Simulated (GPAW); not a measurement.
# ZnNi3C (Pm-3m): the Zn K absorption edge

Aim: the dependence of the Zn K near-edge features of ZnNi3C (Pm-3m) on volume.

Method: X-ray absorption from dipole matrix elements to empty bands, plane-wave PAW LDA, in GPAW 26.7.0.

Report form: the programs' logs are mostly left out.

**1. Set-up**

Symmetry: Pm-3m, No. 221, cubic system. Conventional cell: a = 3.766 Å, b = 3.766 Å, c = 3.766 Å, α = 90.00°, β = 90.00°, γ = 90.00°. Nearest to Zn lie 12 Ni at 2.66 Å. Nearest to Ni lie 2 C at 1.88 Å and 8 Ni at 2.66 Å and 4 Zn at 2.66 Å. Nearest to C lie 6 Ni at 1.88 Å. Farther neighbours are not listed.

Coordinates:

```
Zn Ni C
1.0
     3.76625    0.00000    0.00000
     0.00000    3.76625    0.00000
     0.00000    0.00000    3.76625
Zn Ni C
1 3 1
Cartesian
  0.0000 0.0000 0.0000
  1.8831 0.0000 1.8831
  1.8831 1.8831 0.0000
  0.0000 1.8831 1.8831
  1.8831 1.8831 1.8831
```

**2. The field without a hole**

The ground state comes first: it tells whether the system has a gap, which decides how the excited electron is treated.

Contents of scf.py:

```python
import numpy as np
from ase import Atoms
from ase.parallel import parprint, paropen
from gpaw import GPAW, PW, FermiDirac, Mixer, MixerDif, setup_paths
from gpaw.test import gen
setup_paths.insert(0, '.')
gen('Zn', name='nch1s', xcname='LDA', corehole=(1, 0, 0), write_xml=True)
from gpaw.mpi import world
world.barrier()

atoms = Atoms('ZnNi3C',
    cell=[[3.766253, 0, 0],
     [0, 3.766253, 0],
     [0, 0, 3.766253]],
    scaled_positions=[[0, 0, 0],
     [0.5, 0, 0.5],
     [0.5, 0.5, 0],
     [0, 0.5, 0.5],
     [0.5, 0.5, 0.5]],
    magmoms=[0.0, 2.0, 2.0, 2.0, 0.0],
    pbc=True)
atoms.calc = calc = GPAW(legacy_gpaw=True, mode=PW(430), xc='LDA', setups={0: 'nch1s'},
    kpts={'size': (7, 7, 7), 'gamma': True}, occupations=FermiDirac(0.05),
    charge=0, mixer=MixerDif(0.05, 8, 50), maxiter=150,
    convergence={'density': 0.0001}, txt='scf.txt')
energy = atoms.get_potential_energy() + calc.get_reference_energy()
ef = calc.get_fermi_level()
out = dict(energy=energy, fermi=ef, forces=atoms.get_forces().tolist(), magmoms=atoms.get_magnetic_moments().tolist())
parprint(f'all-electron energy {energy:.4f} eV, Fermi level {ef:.4f} eV')
ev = np.array([[calc.get_eigenvalues(k, s) for k in range(len(calc.get_ibz_k_points()))] for s in range(calc.get_number_of_spins())])
out['homo'], out['lumo'], out['counts'] = ev[ev < ef].max(), ev[ev > ef].min(), sorted(set((ev < ef).sum((0, 2)).tolist()))
out['filled'] = (ev[:, 0] < ef).sum(1).tolist()
import json
with paropen('out.json', 'w') as f:
    json.dump(out, f)
```

On the command line:

```
$ OMP_NUM_THREADS=1 mpirun -n 2 gpaw python scf.py
```

Run time: 31 s. Hardware: 2 MPI ranks of Arm Neoverse V1, shared host; peak memory 0.27 GiB.

The mesh shows no gap, so the system is treated as a metal and the core electron is put at the Fermi level (neutral cell).

**3. Supercell without a hole, the energy reference**

The photon energy needs a difference of total energies, so the cell and mesh of the coming hole run are first run without a hole.

scf.py, as its differences from that of step 2:

```diff
@@ -10,15 +10,20 @@
 
-atoms = Atoms('ZnNi3C',
-    cell=[[3.766253, 0, 0],
-     [0, 3.766253, 0],
-     [0, 0, 3.766253]],
+atoms = Atoms('Zn2Ni6C2',
+    cell=[[3.766253, 0, 3.766253],
+     [0, 3.766253, 3.766253],
+     [0, -3.766253, 3.766253]],
     scaled_positions=[[0, 0, 0],
+     [0, 0.5, 0.5],
+     [0.5, 0, 0],
+     [0.5, 0.5, 0.5],
      [0.5, 0, 0.5],
      [0.5, 0.5, 0],
-     [0, 0.5, 0.5],
-     [0.5, 0.5, 0.5]],
-    magmoms=[0.0, 2.0, 2.0, 2.0, 0.0],
+     [0, 0.5, 0],
+     [0, 0, 0.5],
+     [0.5, 0.25, 0.75],
+     [0.5, 0.75, 0.25]],
+    magmoms=[0.0, 0.0, 2.0, 2.0, 2.0, 2.0, 2.0, 2.0, 0.0, 0.0],
     pbc=True)
 atoms.calc = calc = GPAW(legacy_gpaw=True, mode=PW(430), xc='LDA', setups={0: 'nch1s'},
-    kpts={'size': (7, 7, 7), 'gamma': True}, occupations=FermiDirac(0.05),
+    kpts={'size': (7, 7, 7), 'gamma': True}, occupations=FermiDirac(0.1),
     charge=0, mixer=MixerDif(0.05, 8, 50), maxiter=150,
```

Elapsed: 2.9 min, on 2 MPI ranks; peak memory 0.48 GiB; 5.8 min of CPU time.

Reference energy: -347492.163 eV with the cores included.

**4. Spectrum with XCH, Zn atom 1**

The holes are 5.3 Å apart. In GPAW the data set carries the hole's charge, so charge=0 means a charged cell and charge=-1 a neutral one. The excited electron is kept in the cell, where it fills the lowest empty states and screens the hole. After the field has converged, empty bands are computed with the density fixed and the dipole matrix elements are summed.

The absorber has 12 Ni at 2.66 Å (cuboctahedral, site symmetry m-3m).

Contents of xas.py:

```python
import numpy as np
from ase import Atoms
from ase.parallel import parprint, paropen
from gpaw import GPAW, PW, FermiDirac, Mixer, MixerDif, setup_paths
from gpaw.test import gen
setup_paths.insert(0, '.')
gen('Zn', name='fch1s', xcname='LDA', corehole=(1, 0, 1), write_xml=True)
from gpaw.mpi import world
world.barrier()

atoms = Atoms('Zn2Ni6C2',
    cell=[[3.766253, 0, 3.766253],
     [0, 3.766253, 3.766253],
     [0, -3.766253, 3.766253]],
    scaled_positions=[[0, 0, 0],
     [0, 0.5, 0.5],
     [0.5, 0, 0],
     [0.5, 0.5, 0.5],
     [0.5, 0, 0.5],
     [0.5, 0.5, 0],
     [0, 0.5, 0],
     [0, 0, 0.5],
     [0.5, 0.25, 0.75],
     [0.5, 0.75, 0.25]],
    magmoms=[0.0, 0.0, 2.0, 2.0, 2.0, 2.0, 2.0, 2.0, 0.0, 0.0],
    pbc=True)
atoms.calc = calc = GPAW(legacy_gpaw=True, mode=PW(430), xc='LDA', setups={0: 'fch1s'},
    kpts={'size': (7, 7, 7), 'gamma': True}, occupations=FermiDirac(0.1),
    charge=-1, mixer=MixerDif(0.05, 8, 50), maxiter=150,
    convergence={'density': 0.0001}, txt='scf.txt')
energy = atoms.get_potential_energy() + calc.get_reference_energy()
ef = calc.get_fermi_level()
out = dict(energy=energy, fermi=ef, forces=atoms.get_forces().tolist(), magmoms=atoms.get_magnetic_moments().tolist())
parprint(f'all-electron energy {energy:.4f} eV, Fermi level {ef:.4f} eV')
ev = np.array([[calc.get_eigenvalues(k, s) for k in range(len(calc.get_ibz_k_points()))] for s in range(calc.get_number_of_spins())])
out['homo'], out['lumo'], out['counts'] = ev[ev < ef].max(), ev[ev > ef].min(), sorted(set((ev < ef).sum((0, 2)).tolist()))
out['filled'] = (ev[:, 0] < ef).sum(1).tolist()

from ase.units import Ha
from gpaw.xas import dipole_matrix_elements
nb = int(calc.get_number_of_electrons() / 2) + 97
top, nb = nb, nb + 8 + nb // 12
nscf = calc.fixed_density(kpts={'size': (7, 7, 7), 'gamma': True}, nbands=nb,
    convergence={'bands': top, 'eigenstates': 1e-5}, maxiter=60, txt='nscf.txt')
cell = atoms.cell.array
ops = [cell.T @ U.T @ np.linalg.inv(cell.T) for U in nscf.wfs.kd.symmetry.op_scc]
E = np.arange(-6, 34, 0.1)
fwhm = np.interp(E, [4, 25], [1.67, 3.5])
Y, X, zero, highest = 0, 0, 1e9, 1e9
for spin in range(nscf.get_number_of_spins()):
    wfs = nscf.wfs
    A = dipole_matrix_elements(wfs.setups[0])
    eps = np.zeros((wfs.kd.nibzkpts, nb))
    d = np.zeros((3, A.shape[1], wfs.kd.nibzkpts, nb), complex)
    for kpt in wfs.kpt_u:
        if kpt.s == spin and 0 in kpt.P_ani:
            eps[kpt.k] = kpt.eps_n * Ha
            d[:, :, kpt.k] = (kpt.weight * wfs.nspins / 2) ** 0.5 * np.inner(A, kpt.P_ani[0])
    world.sum(eps)
    world.sum(d)
    T = np.einsum('amkn,bmkn->abkn', d, d.conj()).real
    T = sum(np.einsum('ai,ijkn,bj->abkn', R, T, R) for R in ops) / len(ops)
    empty = eps > ef
    zero, highest = min(zero, eps[empty].min()), min(highest, eps[:, top - 1].min())
    lines = [(eps, T, empty)] if spin == 0 else lines + [(eps, T, empty)]
for eps, T, empty in lines:
    f = np.einsum('aakn->akn', T).reshape(3, -1)
    x = eps.ravel() - zero
    w = np.interp(x, E, fwhm) / 2.35482
    g = np.exp(-0.5 * ((E[:, None] - x) / w) ** 2) / (w * (2 * np.pi) ** 0.5)
    Y = Y + (f * empty.ravel()) @ g.T
    X = X + (f * ~empty.ravel()) @ g.T
out.update(E=E.round(2).tolist(), xas=Y.tolist(), xes=X.tolist(), zero=zero, valid=highest - zero, nk=len(eps), nb=nb)
for i in range(0, len(E), 10):
    parprint(f'{E[i]:7.2f}', *(f'{v:10.3e}' for v in Y[:, i]))
import json
with paropen('out.json', 'w') as f:
    json.dump(out, f)
```

On the command line:

```
$ OMP_NUM_THREADS=1 mpirun -n 2 gpaw python xas.py
```

It took 7.2 min on 2 MPI ranks; peak memory 0.72 GiB; 14 min of CPU time.

The Zn K spectrum, Zn atom 1, excited-electron core hole (neutral cell) (energy from the lowest empty level; intensity scaled to a mean of 1 over the first 20 eV):

```csv
E (eV),intensity
-2.0,0.00
-1.4,0.00
-0.8,0.02
-0.2,0.07
0.4,0.14
1.0,0.24
1.6,0.43
2.2,0.77
2.8,1.31
3.4,1.82
4.0,1.87
4.6,1.49
5.2,1.06
5.8,0.73
6.4,0.47
7.0,0.33
7.6,0.31
8.2,0.37
8.8,0.45
9.4,0.53
10.0,0.59
10.6,0.65
11.2,0.72
11.8,0.84
12.4,1.02
13.0,1.25
13.6,1.48
14.2,1.67
14.8,1.80
15.4,1.82
16.0,1.74
16.6,1.58
17.2,1.39
17.8,1.21
18.4,1.07
19.0,0.96
19.6,0.88
20.2,0.80
20.8,0.71
21.4,0.62
22.0,0.57
22.6,0.54
23.2,0.54
23.8,0.53
24.4,0.52
25.0,0.50
25.6,0.48
26.2,0.46
26.8,0.44
27.4,0.44
28.0,0.45
28.6,0.47
29.2,0.49
29.8,0.51
30.4,0.52
31.0,0.55
31.6,0.59
```

Main maxima below 30 eV (height): 3.8 eV (1.92) and 15.2 eV (1.82). A K edge sees empty p states on the absorber.

The total-energy difference is 9640.67 eV. The tabulated edge of the element is 9659 eV. The functional leaves an error in such absolute values: in the free atom LDA prices this hole 19.1 eV below PBE (computed apart), and PBE is itself good to a few eV.

**5. Reference energy of the supercell**

The cell changes for the next run, so it gets a reference energy of its own.

The cell differs from the one that the last finished run ended in (a 5.326 → 5.161 Å, b 5.326 → 5.161 Å, c 5.326 → 5.161 Å).

scf.py, as its differences from that of step 3:

```diff
@@ -11,5 +11,5 @@
 atoms = Atoms('Zn2Ni6C2',
-    cell=[[3.766253, 0, 3.766253],
-     [0, 3.766253, 3.766253],
-     [0, -3.766253, 3.766253]],
+    cell=[[3.64969541, 0, 3.64969541],
+     [0, 3.64969541, 3.64969541],
+     [0, -3.64969541, 3.64969541]],
     scaled_positions=[[0, 0, 0],
```

On the command line:

```
$ OMP_NUM_THREADS=1 mpirun -n 2 gpaw python scf.py
```

It took 2.2 min on 2 MPI ranks; peak memory 0.44 GiB; 4.5 min of CPU time.

Reference energy: -347492.344 eV with the cores included.

**6. Spectrum with XCH, Zn atom 1**

Shorter bonds are expected to push antibonding states and scattering resonances up, and longer ones down; the cell is scaled to test that.

Changed against the first core-hole run: volume scale from 1 to 0.91.

xas.py, as its differences from that of step 4:

```diff
@@ -11,5 +11,5 @@
 atoms = Atoms('Zn2Ni6C2',
-    cell=[[3.766253, 0, 3.766253],
-     [0, 3.766253, 3.766253],
-     [0, -3.766253, 3.766253]],
+    cell=[[3.64969541, 0, 3.64969541],
+     [0, 3.64969541, 3.64969541],
+     [0, -3.64969541, 3.64969541]],
     scaled_positions=[[0, 0, 0],
@@ -40,3 +40,3 @@
 from gpaw.xas import dipole_matrix_elements
-nb = int(calc.get_number_of_electrons() / 2) + 97
+nb = int(calc.get_number_of_electrons() / 2) + 91
 top, nb = nb, nb + 8 + nb // 12
```

On the command line:

```
$ OMP_NUM_THREADS=1 mpirun -n 2 gpaw python xas.py
```

It took 5.2 min on 2 MPI ranks; peak memory 0.67 GiB.

```
E (eV)  first run  this run
  -2.0       0.00      0.00
  -1.0       0.01      0.02
   0.0       0.09      0.10
   1.0       0.24      0.21
   2.0       0.63      0.52
   3.0       1.51      1.27
   4.0       1.87      2.00
   5.0       1.20      1.47
   6.0       0.64      0.84
   7.0       0.33      0.43
   8.0       0.35      0.32
   9.0       0.48      0.42
  10.0       0.59      0.53
  11.0       0.70      0.62
  12.0       0.90      0.70
  13.0       1.25      0.87
  14.0       1.61      1.18
  15.0       1.82      1.52
  16.0       1.74      1.76
  17.0       1.45      1.76
  18.0       1.15      1.57
  19.0       0.96      1.32
  20.0       0.83      1.11
  21.0       0.68      0.95
  22.0       0.57      0.79
  23.0       0.54      0.65
  24.0       0.53      0.59
  25.0       0.50      0.58
  26.0       0.46      0.56
  27.0       0.44      0.52
  28.0       0.45      0.48
  29.0       0.48      0.46
  30.0       0.51      0.47
  31.0       0.55      0.50
  32.0       0.63      0.52
```

Against the first run the r.m.s. difference is 22 %. The highest intensity below 24 eV goes from 3.8 eV (1.92) to 4.0 eV (2.00).

The photon energy of the zero moves by +0.09 eV.

**7. Supercell without a hole, the energy reference**

The cell differs from the one that the last finished run ended in (a 5.161 → 5.379 Å, b 5.161 → 5.379 Å, c 5.161 → 5.379 Å).

scf.py, as its differences from that of step 5:

```diff
@@ -11,5 +11,5 @@
 atoms = Atoms('Zn2Ni6C2',
-    cell=[[3.64969541, 0, 3.64969541],
-     [0, 3.64969541, 3.64969541],
-     [0, -3.64969541, 3.64969541]],
+    cell=[[3.80354506, 0, 3.80354506],
+     [0, 3.80354506, 3.80354506],
+     [0, -3.80354506, 3.80354506]],
     scaled_positions=[[0, 0, 0],
```

On the command line:

```
$ OMP_NUM_THREADS=1 mpirun -n 2 gpaw python scf.py
```

The job ended after 4.2 min (2 MPI ranks; peak memory 0.48 GiB; 8.3 min of CPU time).

Reference energy: -347491.861 eV with the cores included.

**8. Spectrum with XCH, Zn atom 1**

Changed against the first core-hole run: volume scale from 1 to 1.03.

xas.py, as its differences from that of step 6:

```diff
@@ -11,5 +11,5 @@
 atoms = Atoms('Zn2Ni6C2',
-    cell=[[3.64969541, 0, 3.64969541],
-     [0, 3.64969541, 3.64969541],
-     [0, -3.64969541, 3.64969541]],
+    cell=[[3.80354506, 0, 3.80354506],
+     [0, 3.80354506, 3.80354506],
+     [0, -3.80354506, 3.80354506]],
     scaled_positions=[[0, 0, 0],
@@ -40,3 +40,3 @@
 from gpaw.xas import dipole_matrix_elements
-nb = int(calc.get_number_of_electrons() / 2) + 91
+nb = int(calc.get_number_of_electrons() / 2) + 99
 top, nb = nb, nb + 8 + nb // 12
```

On the command line:

```
$ OMP_NUM_THREADS=1 mpirun -n 2 gpaw python xas.py
```

It took 7.1 min on 2 MPI ranks; peak memory 0.72 GiB; 14 min of CPU time.

```csv
E (eV),first run,this run
-2.0,0.00,0.00
-1.0,0.01,0.01
0.0,0.09,0.09
1.0,0.24,0.25
2.0,0.63,0.68
3.0,1.51,1.58
4.0,1.87,1.82
5.0,1.20,1.13
6.0,0.64,0.58
7.0,0.33,0.31
8.0,0.35,0.36
9.0,0.48,0.50
10.0,0.59,0.62
11.0,0.70,0.74
12.0,0.90,1.01
13.0,1.25,1.39
14.0,1.61,1.73
15.0,1.82,1.84
16.0,1.74,1.65
17.0,1.45,1.31
18.0,1.15,1.04
19.0,0.96,0.89
20.0,0.83,0.75
21.0,0.68,0.61
22.0,0.57,0.54
23.0,0.54,0.53
24.0,0.53,0.51
25.0,0.50,0.48
26.0,0.46,0.44
27.0,0.44,0.44
28.0,0.45,0.47
29.0,0.48,0.50
30.0,0.51,0.53
31.0,0.55,0.60
32.0,0.63,0.72
```

The scaled spectrum changes by 7 % r.m.s. The highest intensity below 24 eV goes from 3.8 eV (1.92) to 3.6 eV (1.90).

The photon energy of the zero moves by -0.02 eV.

**9. Reference energy of the supercell**

The cell and mesh change for the next run, so it gets a reference energy of its own.

The cell differs from the one that the last finished run ended in (a 5.379 → 5.431 Å, b 5.379 → 5.431 Å, c 5.379 → 5.431 Å).

scf.py, as its differences from that of step 7:

```diff
@@ -11,5 +11,5 @@
 atoms = Atoms('Zn2Ni6C2',
-    cell=[[3.80354506, 0, 3.80354506],
-     [0, 3.80354506, 3.80354506],
-     [0, -3.80354506, 3.80354506]],
+    cell=[[3.84011985, 0, 3.84011985],
+     [0, 3.84011985, 3.84011985],
+     [0, -3.84011985, 3.84011985]],
     scaled_positions=[[0, 0, 0],
@@ -27,3 +27,3 @@
 atoms.calc = calc = GPAW(legacy_gpaw=True, mode=PW(430), xc='LDA', setups={0: 'nch1s'},
-    kpts={'size': (7, 7, 7), 'gamma': True}, occupations=FermiDirac(0.1),
+    kpts={'size': (6, 6, 6), 'gamma': True}, occupations=FermiDirac(0.1),
     charge=0, mixer=MixerDif(0.05, 8, 50), maxiter=150,
```

On the command line:

```
$ OMP_NUM_THREADS=1 mpirun -n 2 gpaw python scf.py
```

Elapsed: 2.4 min, on 2 MPI ranks; peak memory 0.46 GiB; 4.8 min of CPU time.

Reference energy: -347491.476 eV with the cores included.

**10. Spectrum with XCH, Zn atom 1**

Changed against the first core-hole run: volume scale from 1 to 1.06; the field's mesh follows (7×7×7 to 6×6×6).

xas.py, as its differences from that of step 8:

```diff
@@ -11,5 +11,5 @@
 atoms = Atoms('Zn2Ni6C2',
-    cell=[[3.80354506, 0, 3.80354506],
-     [0, 3.80354506, 3.80354506],
-     [0, -3.80354506, 3.80354506]],
+    cell=[[3.84011985, 0, 3.84011985],
+     [0, 3.84011985, 3.84011985],
+     [0, -3.84011985, 3.84011985]],
     scaled_positions=[[0, 0, 0],
@@ -27,3 +27,3 @@
 atoms.calc = calc = GPAW(legacy_gpaw=True, mode=PW(430), xc='LDA', setups={0: 'fch1s'},
-    kpts={'size': (7, 7, 7), 'gamma': True}, occupations=FermiDirac(0.1),
+    kpts={'size': (6, 6, 6), 'gamma': True}, occupations=FermiDirac(0.1),
     charge=-1, mixer=MixerDif(0.05, 8, 50), maxiter=150,
@@ -40,3 +40,3 @@
 from gpaw.xas import dipole_matrix_elements
-nb = int(calc.get_number_of_electrons() / 2) + 99
+nb = int(calc.get_number_of_electrons() / 2) + 100
 top, nb = nb, nb + 8 + nb // 12
```

On the command line:

```
$ OMP_NUM_THREADS=1 mpirun -n 2 gpaw python xas.py
```

It took 6.8 min on 2 MPI ranks; peak memory 0.65 GiB; 14 min of CPU time.

| E (eV) | first run | this run |
| --- | --- | --- |
| -2.0 | 0.00 | 0.00 |
| -1.0 | 0.01 | 0.01 |
| 0.0 | 0.09 | 0.09 |
| 1.0 | 0.24 | 0.26 |
| 2.0 | 0.63 | 0.73 |
| 3.0 | 1.51 | 1.64 |
| 4.0 | 1.87 | 1.77 |
| 5.0 | 1.20 | 1.07 |
| 6.0 | 0.64 | 0.54 |
| 7.0 | 0.33 | 0.31 |
| 8.0 | 0.35 | 0.38 |
| 9.0 | 0.48 | 0.53 |
| 10.0 | 0.59 | 0.65 |
| 11.0 | 0.70 | 0.81 |
| 12.0 | 0.90 | 1.13 |
| 13.0 | 1.25 | 1.54 |
| 14.0 | 1.61 | 1.82 |
| 15.0 | 1.82 | 1.81 |
| 16.0 | 1.74 | 1.53 |
| 17.0 | 1.45 | 1.18 |
| 18.0 | 1.15 | 0.95 |
| 19.0 | 0.96 | 0.82 |
| 20.0 | 0.83 | 0.68 |
| 21.0 | 0.68 | 0.56 |
| 22.0 | 0.57 | 0.52 |
| 23.0 | 0.54 | 0.52 |
| 24.0 | 0.53 | 0.50 |
| 25.0 | 0.50 | 0.46 |
| 26.0 | 0.46 | 0.44 |
| 27.0 | 0.44 | 0.45 |
| 28.0 | 0.45 | 0.49 |
| 29.0 | 0.48 | 0.52 |
| 30.0 | 0.51 | 0.57 |
| 31.0 | 0.55 | 0.67 |
| 32.0 | 0.63 | 0.81 |

Against the first run the r.m.s. difference is 13 %. The highest intensity below 24 eV goes from 3.8 eV (1.92) to 3.6 eV (1.89).

The photon energy of the zero moves by -0.03 eV.

**11. The volumes side by side**

| volume | nearest distance (Å) | shift of the zero (eV) | maximum 1 (eV above own zero) | maximum 2 (eV above own zero) |
| --- | --- | --- | --- | --- |
| 0.91 | 2.581 | +0.09 | 4.0 | 16.6 |
| 1 | 2.663 | +0.00 | 3.8 | 15.2 |
| 1.03 | 2.690 | -0.02 | 3.6 | 14.8 |
| 1.06 | 2.715 | -0.03 | 3.6 | 14.4 |

The curves, each shifted by its zero's change so that they share one photon-energy axis, counted from the zero at V × 1:

```csv
E (eV),V × 0.91,V × 1,V × 1.03,V × 1.06
-2.0,0.00,0.00,0.00,0.00
-1.0,0.01,0.01,0.01,0.01
0.0,0.09,0.09,0.09,0.09
1.0,0.20,0.24,0.26,0.27
2.0,0.48,0.63,0.69,0.75
3.0,1.19,1.51,1.59,1.66
4.0,1.97,1.87,1.81,1.75
5.0,1.54,1.20,1.12,1.05
6.0,0.88,0.64,0.58,0.53
7.0,0.46,0.33,0.31,0.31
8.0,0.31,0.35,0.37,0.39
9.0,0.41,0.48,0.51,0.53
10.0,0.52,0.59,0.62,0.66
11.0,0.61,0.70,0.75,0.82
12.0,0.69,0.90,1.01,1.15
13.0,0.85,1.25,1.40,1.55
14.0,1.15,1.61,1.73,1.82
15.0,1.49,1.82,1.84,1.81
16.0,1.75,1.74,1.64,1.52
17.0,1.77,1.45,1.31,1.17
18.0,1.59,1.15,1.04,0.95
19.0,1.34,0.96,0.88,0.81
20.0,1.13,0.83,0.75,0.68
21.0,0.97,0.68,0.61,0.56
22.0,0.81,0.57,0.54,0.52
23.0,0.66,0.54,0.53,0.52
24.0,0.59,0.53,0.51,0.50
25.0,0.58,0.50,0.48,0.46
26.0,0.56,0.46,0.44,0.44
27.0,0.52,0.44,0.44,0.45
28.0,0.48,0.45,0.47,0.49
29.0,0.46,0.48,0.50,0.52
30.0,0.47,0.51,0.53,0.57
31.0,0.50,0.55,0.60,0.67
32.0,0.52,0.63,0.72,0.81
```

**12. What came out**

```
absorber and edge                                    : Zn K, atom 1 of the ground-state input (counted from 1)
surroundings                                         : 12 Ni at 2.66 Å (cuboctahedral, site symmetry m-3m)
highest intensity below 24 eV                        : 3.8 eV above the zero, height 1.92
photon energy of the zero (spin-polarised hole, raw) : 9640.7 eV (LDA puts this hole about 19 eV below PBE, itself good to a few eV)
```

In words: From V × 0.91 to V × 1.06 the nearest distance grows by 0.135 Å and the zero moves by -0.11 eV. Above their own zero, the maxima move from 4.0 to 3.6 eV and from 16.6 to 14.4 eV. The one highest in energy moves most, in the direction that the rule ΔE·R² ≈ constant for scattering resonances gives. The Zn K edge of atom 1, with 12 Ni at 2.66 Å (cuboctahedral, site symmetry m-3m), has its highest intensity of the first 24 eV at 3.8 eV above the zero, near 9644 eV in photon energy (LDA puts this hole about 19 eV below PBE, itself good to a few eV), 1.9 times the mean level of the first 20 eV (Gaussian full width 1.67 eV up to 4 eV, rising linearly to 3.5 eV at 25 eV). The hole lies in one spin channel, while the script sums the empty states of both and takes the lower zero; where the two channels are split, this blurs and shifts the curve. The script folds with a Gaussian, whereas the core hole's own line is a Lorentzian, so the onset is too steep and the first peak too high. The starting moments shrank to 0.00 μB or less, so this is hardly a magnetic state. The holes are only 5.3 Å apart, so the shape is probably not converged with cell size; no larger cell was run here. Lifetime broadening is put in by hand, and intensities beyond about 20 eV depend on it and on the partial waves; weight that the partial waves miss at high energy is lost. The structure is a computed Materials Project entry and may be a hypothetical form.

[Logs are printed without paths, hosts, clocks, repeated set-up lines and the standing remarks that a program may print on its own settings, such as how far it seeks lower states.]

[Hosts, paths, dates, database ids (printed as entryN), source tags and the programs' standing remarks are cut or masked in the printed files.]

[Lists of maxima count a maximum above −3 eV only where it reaches 4 % of the highest in the window and stands out from its surroundings by 2 % of it (1.5 % where it reaches 55 %); shoulders and weaker maxima are passed over, and of the rest the first, up to two pre-edge ones and the few strongest are named.]
